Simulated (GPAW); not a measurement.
Entries from a set of simulations; values are calculated unless marked as measured.

### Quasiparticle gap of Ga2O3 (R-3c) in GPAW

Symmetry: R-3c, No. 167, trigonal system. Conventional cell: a = 4.997 Å, b = 4.997 Å, c = 13.451 Å, α = 90.00°, β = 90.00°, γ = 120.00°. Nearest to Ga lie 6 O at 1.93 to 2.08 Å. Nearest to O lie 4 Ga at 1.93 to 2.08 Å. Farther neighbours and most contacts between anions are not listed.

```yaml
method: DFT, PBE, plane waves, PAW (and 1 further level or step)
program: GPAW 26.7.0
settings_of_one_run: cutoff 600 eV, GPAW PAW setups 1.2.1 data release, 4×4×4 k-mesh, nbands 167
cost: 3 runs, 8.3 min in all on 8 MPI ranks of AMD EPYC 7571, shared host (the runs of this entry)
notes: The cell and positions are those that the Materials Project relaxed with its own functionals (PBE, PBE+U or r2SCAN), kept fixed. This is not the form that Ga2O3 usually takes at ambient conditions. Limits: no spin-orbit coupling. Only 2 of the mesh’s irreducible points were corrected, so a valley elsewhere could overtake. Bands and cutoff are finite, so the gap is not at the basis limit. The miss can reach some tenths of an eV and take either sign; the mesh is an error of its own.
pbe_gap: 2.80 eV, indirect
g0w0_gap_on_the_mesh: 4.70 eV
g0w0_gap_over_the_zone_rigid_shift: 4.65 eV
gw_settings: 4×4×4 mesh, 157 bands, screening to 80 eV, Godby-Needs plasmon pole
known_limits: not at the basis limit; no spin-orbit coupling
```

G0W0 moves the gap on the mesh from 2.85 eV to 4.70 eV (+1.85 eV), with Z of 0.79 and 0.84 at the edges. The mesh misses the band edges by 0.05 eV in all; a rigid shift gives 4.65 eV for the zone.

[Paths, hosts, dates, memory and timing lines, banners, echoed tables and standing remarks are left out of the program output.]

[Logs are printed without paths, hosts, clocks, repeated set-up lines and the standing remarks that a program may print on its own settings, such as how far it seeks lower states.]

[Runs of the session that timed out or met a known fault of the program may be left out.]

[Hosts, paths, dates, database ids (printed as entryN), source tags and the programs' standing remarks are cut or masked in the printed files.]
